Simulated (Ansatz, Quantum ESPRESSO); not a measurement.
# Conductance against width: a Al chain with one bond drawn out, part 4 of 5

Aim: how the conductance falls as the barrier grows, for a Al chain with one bond drawn out.

Quantum ESPRESSO 7.5; plane-wave DFT, LDA, GBRV ultrasoft pseudopotentials; cross-check by Ansatz 0.2.0 with PAW datasets.

So far. Step 4 (The same in Ansatz, 0.5 Å): Ansatz finds T = 1.75 against pwcond's 1.83. Step 6 (The open system, 1.2 Å): T goes from 1.83 to 0.804, a factor of 2.3.

## (7) The same in Ansatz, 1.2 Å

Level of this step: plane-wave DFT, LDA, Ansatz PAW (Ansatz 0.2.0).

input.yaml reads:

```yaml
crystal:
  lattice:
    - [7.5, 0.0, 0.0]
    - [0.0, 7.5, 0.0]
    - [0.0, 0.0, 30.0]
  atoms:
    - { symbol: Al, position: [0.5, 0.5, 0.0] }
    - { symbol: Al, position: [0.5, 0.5, 0.08] }
    - { symbol: Al, position: [0.5, 0.5, 0.16] }
    - { symbol: Al, position: [0.5, 0.5, 0.24] }
    - { symbol: Al, position: [0.5, 0.5, 0.32] }
    - { symbol: Al, position: [0.5, 0.5, 0.4] }
    - { symbol: Al, position: [0.5, 0.5, 0.52] }
    - { symbol: Al, position: [0.5, 0.5, 0.6] }
    - { symbol: Al, position: [0.5, 0.5, 0.68] }
    - { symbol: Al, position: [0.5, 0.5, 0.76] }
    - { symbol: Al, position: [0.5, 0.5, 0.84] }
    - { symbol: Al, position: [0.5, 0.5, 0.92] }
kpoints:
  mp_grid: { grid: [1, 1, 4] }
hamiltonian:
  xc: lda
scf:
  occupations: { method: fermi_dirac, width: 0.1 }
  convergence: { dr2_threshold: 1.0e-08 }
output:
  transmission:
    leads: [[0, 1]]
    e_range: [-2.0, 2.0]
    de: 0.05
    kmesh: [1, 1]
    reduced_basis: true
  write_potential: true
  write_density: true
  volumetric_format: npy
  elf: true
```

Run with:

```bash
> ansatz run input.yaml --threads 4 --pin off --max-ram 8192MiB --backend cpu --events-out ev --progress --plain --runs-dir out
```

Output:

```text
[...]
Crystal: 12 atoms, lattice volume = 1687.500 Å³
Basis set: ecut = 420 eV, 33005 PW (Γ)
Bands: 30, of which v1, the nominal top of the filled ones, is band 18 counted from 1 (17 counted from 0)
Symmetry: 16 space group operations
[...]
k-points: 3 of 4
[...]
k-point 2: bands = [... 14 lower, -2.8943, -2.8943, -2.6798, -2.6798, -2.5364, -2.5364, -2.5343, -2.1073, ... 8 higher]
--- Transmission ---
  basis      : 497 plane waves across, 37 finite elements along
  points     : 1, standing for a mesh of 1 x 1
[...]
channels       : 2.000000e0 a spin
[...]
junction   : crystal 0 to crystal 0, -0.50 to 27.10 Å
    transmission   : 5.993152e-1 a spin
[...]
[key lines of the parts left out:]
SCF converged after 11 iterations
Free energy (F): -6127.129424 eV
Fermi energy:    -2.635130 eV
```

The job ended after 22 s (4 threads of Arm Neoverse V2, shared host; peak memory 1.4 GiB; 78 s of CPU time).

This step gave:

| Item | Value |
| --- | --- |
| free energy | -6127.1294 eV |
| energy at zero smearing | -6126.7519 eV |
| smearing term TS | 0.7550 eV |
| Fermi energy | -2.635 eV |
| transmission at the Fermi level, one spin | 0.5993 |
| step of the lead's Hamiltonian over a period | 9.3 meV |

Per spin. Table of transmission by energy, zero at the Fermi level:

energy (eV), transmission and a bar:
```
    -2.00       0.37 ##########
    -1.90       0.38 ##########
    -1.80       0.39 ##########
    -1.70       0.39 ##########
    -1.55       0.38 ##########
    -1.45       0.36 #########
    -1.35       0.28 #######
    -1.25       0.00 
    -1.15       0.00 
    -1.05       0.00 
    -0.90       0.00 
    -0.80       0.00 
    -0.70       0.00 
    -0.60       0.00 
    -0.50       0.00 
    -0.40       0.00 
    -0.25       0.19 #####
    -0.15       0.41 ###########
    -0.05       0.57 ###############
     0.00       0.60 ################
     0.05       0.60 ################
     0.15       0.56 ###############
     0.25       0.51 ##############
     0.40       0.46 ############
     0.50       0.44 ############
     0.60       0.44 ############
     0.70       0.45 ############
     0.80       0.46 ############
     0.90       0.54 ##############
     1.05       0.65 #################
     1.15       0.71 ###################
     1.25       0.77 ####################
     1.35       0.82 ######################
     1.45       0.87 #######################
     1.55       0.92 #########################
     1.70       0.99 ##########################
     1.80       1.04 ############################
     1.90       1.08 #############################
     2.00       1.13 ##############################
```

Ansatz finds T = 0.599 against pwcond's 0.804.

## (8) Ground state, 2 Å

Level of this step: plane-wave DFT, LDA, GBRV ultrasoft pseudopotentials (Quantum ESPRESSO 7.5).

j2.scf.in reads:

```
&control
  prefix = 'j2.scf'
  outdir = './out'
  pseudo_dir = './pseudo'
  calculation = 'scf'
  tprnfor = .true.
/
&system
  ibrav = 0
  nat = 12
  ntyp = 1
  ecutwfc = 34
  ecutrho = 170
  occupations = 'smearing'
  smearing = 'mv'
  degauss = 0.01
/
&electrons
  conv_thr = 1e-07
  mixing_beta = 0.25
  electron_maxstep = 120
  mixing_mode = 'local-TF'
/
ATOMIC_SPECIES
  Al  26.9815  al_lda_v1.uspp.F.UPF
CELL_PARAMETERS angstrom
  7.50000000000000 0.00000000000000 0.00000000000000
  0.00000000000000 7.50000000000000 0.00000000000000
  0.00000000000000 0.00000000000000 30.80000000000000
ATOMIC_POSITIONS crystal
  Al  0.500000000000 0.500000000000 0.000000000000
  Al  0.500000000000 0.500000000000 0.077922077922
  Al  0.500000000000 0.500000000000 0.155844155844
  Al  0.500000000000 0.500000000000 0.233766233766
  Al  0.500000000000 0.500000000000 0.311688311688
  Al  0.500000000000 0.500000000000 0.389610389610
  Al  0.500000000000 0.500000000000 0.532467532468
  Al  0.500000000000 0.500000000000 0.610389610390
  Al  0.500000000000 0.500000000000 0.688311688312
  Al  0.500000000000 0.500000000000 0.766233766234
  Al  0.500000000000 0.500000000000 0.844155844156
  Al  0.500000000000 0.500000000000 0.922077922078
K_POINTS automatic
  1 1 3 0 0 0
```

Run with:

```bash
> OMP_NUM_THREADS=1 mpirun -n 4 pw.x -nk 1 -in j2.scf.in > j2.scf.out
```

Output:

```text
[banner, memory and clock lines left out]
Program PWSCF v.7.5 starts
[...]
number of electrons       =        36.00
     number of Kohn-Sham states=           22
     kinetic-energy cutoff     =      34.0000  Ry
     charge density cutoff     =     170.0000  Ry
[...]
number of k points=     2  Marzari-Vanderbilt smearing, width (Ry)=  0.0100
[...]
Dense  grid:   437805 G-vectors     FFT dimensions: (  60,  60, 243)
[...]
Starting wfcs are   48 randomized atomic wfcs
     estimated scf accuracy    <       0.43315808 Ry
     estimated scf accuracy    <       0.36777974 Ry
     estimated scf accuracy    <       0.10250634 Ry
     estimated scf accuracy    <       0.05301040 Ry
     estimated scf accuracy    <       0.03445514 Ry
     estimated scf accuracy    <       0.03265552 Ry
     estimated scf accuracy    <       0.01981021 Ry
     estimated scf accuracy    <       0.08680649 Ry
     estimated scf accuracy    <       0.07348656 Ry
     estimated scf accuracy    <       0.04483863 Ry
     estimated scf accuracy    <       0.01719173 Ry
     estimated scf accuracy    <       0.00221980 Ry
     estimated scf accuracy    <       0.00276007 Ry
     estimated scf accuracy    <       0.00500241 Ry
     estimated scf accuracy    <       0.00399236 Ry
     estimated scf accuracy    <       0.00021967 Ry
     estimated scf accuracy    <       0.00018312 Ry
     estimated scf accuracy    <       0.00013978 Ry
     estimated scf accuracy    <       0.00005029 Ry
     estimated scf accuracy    <       0.00001299 Ry
     estimated scf accuracy    <       0.00002772 Ry
     estimated scf accuracy    <       0.00001306 Ry
     estimated scf accuracy    <       0.00000259 Ry
     estimated scf accuracy    <       0.00004013 Ry
     estimated scf accuracy    <       0.00000155 Ry
     estimated scf accuracy    <       0.00000134 Ry
     estimated scf accuracy    <       0.00000014 Ry
     estimated scf accuracy    <       0.00000048 Ry
     estimated scf accuracy    <       0.00000014 Ry
[...]
the Fermi energy is    -2.7379 ev
!    total energy              =     -77.67222508 Ry
     estimated scf accuracy    <       0.00000003 Ry
     smearing contrib. (-TS)   =       0.00246484 Ry
     internal energy E=F+TS    =     -77.67468991 Ry
[...]
one-electron contribution =     -42.38364295 Ry
     hartree contribution      =      25.58772177 Ry
     xc contribution           =     -47.96608249 Ry
     ewald contribution        =     -12.91268625 Ry
     convergence has been achieved in  30 iterations
[...]
Total force =     0.120629     Total SCF correction =     0.000116
[...]
```

Run time: 42 s. Hardware: 4 MPI ranks; peak memory 1 GiB; 2.8 min of CPU time.

Numbers from this step:

- free energy: -1056.7845 eV
- Fermi energy: -2.738 eV

## (9) Transmission with pwcond.x, 2 Å

j2.cond.in reads:

```
&inputcond
  outdir = './out'
  prefixt = 'j2.scf'
  tran_file = 'j2.cond.dat'
  bdl = 0.6400000000
  bds = 4.1066666667
  ikind = 1
  ewind = 4.0
  epsproj = 1e-05
  nz1 = 7
  energy0 = 2.0
  denergy = -0.1
/
1
  0.00000000 0.00000000 1.00000000
41
```

Run with:

```bash
> OMP_NUM_THREADS=1 mpirun -n 4 pwcond.x -in j2.cond.in > j2.cond.out
```

Output:

```text
[banner, memory and clock lines left out]
Program PWCOND v.7.5 starts

     ./out/j2.scf.save/

[...]
negative rho (up, down):  6.027E-05 0.000E+00
     Reading collected, re-writing distributed wavefunctions

===== INPUT FILE containing all the regions =====

     GEOMETRY:

     lattice parameter (alat)  =      14.1729  a.u.
     the volume                =   11691.4895 (a.u.)^3
     the cross section         =     200.8724 (a.u.)^2
     l of the unit cell        =       4.1067 (alat)
     number of atoms/cell      =           12
[...]
T_tot    -0.30000      0.16115E-02
   T_tot    -0.40000      0.00000E+00
   T_tot    -0.50000      0.00000E+00
   T_tot    -0.60000      0.00000E+00
   T_tot    -0.70000      0.00000E+00
   T_tot    -0.80000      0.00000E+00
   T_tot    -0.90000      0.00000E+00
   T_tot    -1.00000      0.00000E+00
   T_tot    -1.10000      0.00000E+00
   T_tot    -1.20000      0.00000E+00
   T_tot    -1.30000      0.33661E-01
   T_tot    -1.40000      0.57745E-01
   T_tot    -1.50000      0.72133E-01
   T_tot    -1.60000      0.80372E-01
   T_tot    -1.70000      0.84488E-01
   T_tot    -1.80000      0.85723E-01
   T_tot    -1.90000      0.84889E-01
   T_tot    -2.00000      0.82554E-01
```

It took 88 s on 4 MPI ranks; peak memory 0.39 GiB.

This step gave:

* transmission at the Fermi level, one spin: 0.05952
* conductance: 0.05952 G₀

Per spin. The transmission by energy, zero at the Fermi level:

energy (eV), transmission and a bar:
```
    -2.00      0.041 ####
    -1.90      0.042 ####
    -1.70      0.042 ####
    -1.60      0.040 ####
    -1.40      0.029 ###
    -1.30      0.017 ##
    -1.20      0.000 
    -1.00      0.000 
    -0.90      0.000 
    -0.80      0.000 
    -0.60      0.000 
    -0.50      0.000 
    -0.30      0.001 
    -0.20      0.009 #
    -0.10      0.040 ####
     0.00      0.060 ######
     0.10      0.053 #####
     0.20      0.045 ####
     0.30      0.040 ####
     0.50      0.037 ###
     0.60      0.040 ####
     0.80      0.050 #####
     0.90      0.070 #######
     1.00      0.096 #########
     1.20      0.119 ###########
     1.30      0.154 ##############
     1.40      0.175 ################
     1.60      0.218 ####################
     1.70      0.241 #######################
     1.90      0.292 ###########################
     2.00      0.320 ##############################
```

T goes from 0.804 to 0.0595, a factor of 14.

## (10) The same in Ansatz, 2 Å

Level of this step: plane-wave DFT, LDA, Ansatz PAW (Ansatz 0.2.0).

input.yaml reads:

```yaml
crystal:
  lattice:
    - [7.5, 0.0, 0.0]
    - [0.0, 7.5, 0.0]
    - [0.0, 0.0, 30.8]
  atoms:
    - { symbol: Al, position: [0.5, 0.5, 0.0] }
    - { symbol: Al, position: [0.5, 0.5, 0.0779220779] }
    - { symbol: Al, position: [0.5, 0.5, 0.1558441558] }
    - { symbol: Al, position: [0.5, 0.5, 0.2337662338] }
    - { symbol: Al, position: [0.5, 0.5, 0.3116883117] }
    - { symbol: Al, position: [0.5, 0.5, 0.3896103896] }
    - { symbol: Al, position: [0.5, 0.5, 0.5324675325] }
    - { symbol: Al, position: [0.5, 0.5, 0.6103896104] }
    - { symbol: Al, position: [0.5, 0.5, 0.6883116883] }
    - { symbol: Al, position: [0.5, 0.5, 0.7662337662] }
    - { symbol: Al, position: [0.5, 0.5, 0.8441558442] }
    - { symbol: Al, position: [0.5, 0.5, 0.9220779221] }
kpoints:
  mp_grid: { grid: [1, 1, 4] }
hamiltonian:
  xc: lda
scf:
  occupations: { method: fermi_dirac, width: 0.1 }
  convergence: { dr2_threshold: 1.0e-08 }
output:
  transmission:
    leads: [[0, 1]]
    e_range: [-2.0, 2.0]
    de: 0.05
    kmesh: [1, 1]
    reduced_basis: true
  write_potential: true
  write_density: true
  volumetric_format: npy
```

Run with:

```bash
> ansatz run input.yaml --threads 4 --pin off --max-ram 8192MiB --backend cpu --events-out ev --progress --plain --runs-dir out
```

Output:

```text
[...]
Crystal: 12 atoms, lattice volume = 1732.500 Å³
Basis set: ecut = 420 eV, 33903 PW (Γ)
Bands: 30, of which v1, the nominal top of the filled ones, is band 18 counted from 1 (17 counted from 0)
Symmetry: 16 space group operations
[...]
k-points: 3 of 4
[...]
k-point 2: bands = [... 14 lower, -2.9019, -2.9019, -2.7907, -2.7167, -2.7167, -2.5113, -2.5113, -2.1448, ... 8 higher]
--- Transmission ---
  basis      : 497 plane waves across, 38 finite elements along
  points     : 1, standing for a mesh of 1 x 1
[...]
channels       : 2.000000e0 a spin
[...]
junction   : crystal 0 to crystal 0, -0.50 to 27.90 Å
    transmission   : 5.027954e-2 a spin
[...]
[key lines of the parts left out:]
SCF converged after 10 iterations
Free energy (F): -6126.868984 eV
Fermi energy:    -2.688365 eV
```

The job ended after 24 s (4 threads; peak memory 1.5 GiB; 81 s of CPU time).

Read from the output:

| Property | Result |
| --- | --- |
| free energy | -6126.8690 eV |
| energy at zero smearing | -6126.5076 eV |
| smearing term TS | 0.7227 eV |
| Fermi energy | -2.688 eV |
| transmission at the Fermi level, one spin | 0.05028 |
| step of the lead's Hamiltonian over a period | 7.6 meV |

Per spin. The transmission by energy, zero at the Fermi level:

```tsv
energy (eV)	transmission
-2.00	0.0419
-1.90	0.0427
-1.80	0.0428
-1.70	0.0420
-1.55	0.0380
-1.45	0.0323
-1.35	0.0223
-1.25	0.00482
-1.15	0
-1.05	0
-0.90	0
-0.80	0
-0.70	0
-0.60	0
-0.50	0
-0.40	0
-0.25	0.00680
-0.15	0.0221
-0.05	0.0432
0.00	0.0503
0.05	0.0536
0.15	0.0528
0.25	0.0492
0.40	0.0463
0.50	0.0466
0.60	0.0485
0.70	0.0515
0.80	0.0555
0.90	0.0785
1.05	0.112
1.15	0.134
1.25	0.155
1.35	0.177
1.45	0.199
1.55	0.221
1.70	0.256
1.80	0.281
1.90	0.307
2.00	0.334
```

Ansatz finds T = 0.0503 against pwcond's 0.0595.

## (11) SCF with pw.x, 3 Å

Level of this step: plane-wave DFT, LDA, GBRV ultrasoft pseudopotentials (Quantum ESPRESSO 7.5).

j3.scf.in reads:

```
&control
  prefix = 'j3.scf'
  outdir = './out'
  pseudo_dir = './pseudo'
  calculation = 'scf'
  tprnfor = .true.
/
&system
  ibrav = 0
  nat = 12
  ntyp = 1
  ecutwfc = 34
  ecutrho = 170
  occupations = 'smearing'
  smearing = 'mv'
  degauss = 0.01
/
&electrons
  conv_thr = 1e-07
  mixing_beta = 0.25
  electron_maxstep = 120
  mixing_mode = 'local-TF'
/
ATOMIC_SPECIES
  Al  26.9815  al_lda_v1.uspp.F.UPF
CELL_PARAMETERS angstrom
  7.50000000000000 0.00000000000000 0.00000000000000
  0.00000000000000 7.50000000000000 0.00000000000000
  0.00000000000000 0.00000000000000 31.80000000000000
ATOMIC_POSITIONS crystal
  Al  0.500000000000 0.500000000000 0.000000000000
  Al  0.500000000000 0.500000000000 0.075471698113
  Al  0.500000000000 0.500000000000 0.150943396226
  Al  0.500000000000 0.500000000000 0.226415094340
  Al  0.500000000000 0.500000000000 0.301886792453
  Al  0.500000000000 0.500000000000 0.377358490566
  Al  0.500000000000 0.500000000000 0.547169811321
  Al  0.500000000000 0.500000000000 0.622641509434
  Al  0.500000000000 0.500000000000 0.698113207547
  Al  0.500000000000 0.500000000000 0.773584905660
  Al  0.500000000000 0.500000000000 0.849056603774
  Al  0.500000000000 0.500000000000 0.924528301887
K_POINTS automatic
  1 1 3 0 0 0
```

Run with:

```bash
> OMP_NUM_THREADS=1 mpirun -n 4 pw.x -nk 1 -in j3.scf.in > j3.scf.out
```

Output:

```text
[banner, memory and clock lines left out]
Program PWSCF v.7.5 starts
[...]
number of electrons       =        36.00
     number of Kohn-Sham states=           22
     kinetic-energy cutoff     =      34.0000  Ry
     charge density cutoff     =     170.0000  Ry
[...]
number of k points=     2  Marzari-Vanderbilt smearing, width (Ry)=  0.0100
[...]
Dense  grid:   451685 G-vectors     FFT dimensions: (  60,  60, 250)
[...]
Starting wfcs are   48 randomized atomic wfcs
     estimated scf accuracy    <       0.44159461 Ry
     estimated scf accuracy    <       0.37648841 Ry
     estimated scf accuracy    <       0.07460392 Ry
     estimated scf accuracy    <       0.04886297 Ry
     estimated scf accuracy    <       0.04289071 Ry
     estimated scf accuracy    <       0.01658414 Ry
     estimated scf accuracy    <       0.00743967 Ry
     estimated scf accuracy    <       0.00434150 Ry
     estimated scf accuracy    <       0.00151676 Ry
     estimated scf accuracy    <       0.00089174 Ry
     estimated scf accuracy    <       0.00044860 Ry
     estimated scf accuracy    <       0.00006846 Ry
     estimated scf accuracy    <       0.00017400 Ry
     estimated scf accuracy    <       0.00011520 Ry
     estimated scf accuracy    <       0.00006087 Ry
     estimated scf accuracy    <       0.00003913 Ry
     estimated scf accuracy    <       0.00002332 Ry
     estimated scf accuracy    <       0.00002494 Ry
     estimated scf accuracy    <       0.00001912 Ry
     estimated scf accuracy    <       0.00001316 Ry
     estimated scf accuracy    <       0.00000668 Ry
     estimated scf accuracy    <       0.00000621 Ry
     estimated scf accuracy    <       0.00001668 Ry
     estimated scf accuracy    <       0.00001521 Ry
     estimated scf accuracy    <       0.00000381 Ry
     estimated scf accuracy    <       0.00000280 Ry
     estimated scf accuracy    <       0.00000187 Ry
     estimated scf accuracy    <       0.00000375 Ry
     estimated scf accuracy    <       0.00000337 Ry
     estimated scf accuracy    <       0.00000416 Ry
     estimated scf accuracy    <       0.00000302 Ry
     estimated scf accuracy    <       0.00000269 Ry
     estimated scf accuracy    <       0.00000347 Ry
     estimated scf accuracy    <       0.00000336 Ry
     estimated scf accuracy    <       0.00000058 Ry
     estimated scf accuracy    <       0.00000050 Ry
     estimated scf accuracy    <       0.00000045 Ry
     estimated scf accuracy    <       0.00000025 Ry
     estimated scf accuracy    <       0.00000034 Ry
     estimated scf accuracy    <       0.00000028 Ry
     estimated scf accuracy    <       0.00000028 Ry
     estimated scf accuracy    <       0.00000025 Ry
     estimated scf accuracy    <       0.00000017 Ry
     estimated scf accuracy    <       0.00000014 Ry
[...]
the Fermi energy is    -2.8097 ev
!    total energy              =     -77.66959448 Ry
     estimated scf accuracy    <       0.00000002 Ry
     smearing contrib. (-TS)   =       0.00432988 Ry
     internal energy E=F+TS    =     -77.67392435 Ry
[...]
one-electron contribution =     -46.07891417 Ry
     hartree contribution      =      27.38589279 Ry
     xc contribution           =     -47.98454518 Ry
     ewald contribution        =     -10.99635780 Ry
     convergence has been achieved in  45 iterations
[...]
Total force =     0.131784     Total SCF correction =     0.000054
[...]
```

Run time: 64 s. Hardware: 4 MPI ranks; peak memory 1 GiB.

Numbers from this step:

```
free energy  : -1056.7487 eV
Fermi energy : -2.810 eV
```

(Part 4 of 5 ends here.)

[Long decimals in the printed logs are rounded to 6 places.]

[Repeated lines of the later SCF iterations (solver, time, negative density, dipole) and banner, clock, host and MPI lines are left out of these logs without a mark at each place.]

[Logs are printed without paths, hosts, clocks, repeated set-up lines and the standing remarks that a program may print on its own settings, such as how far it seeks lower states.]

[Hosts, paths, dates, database ids (printed as entryN), source tags and the programs' standing remarks are cut or masked in the printed files.]

[Maps of the electrostatic potential energy from Ansatz leave out the sawtooth potential of an applied field or a dipole correction, so their vacuum need not be flat; planar profiles and work functions include it.]
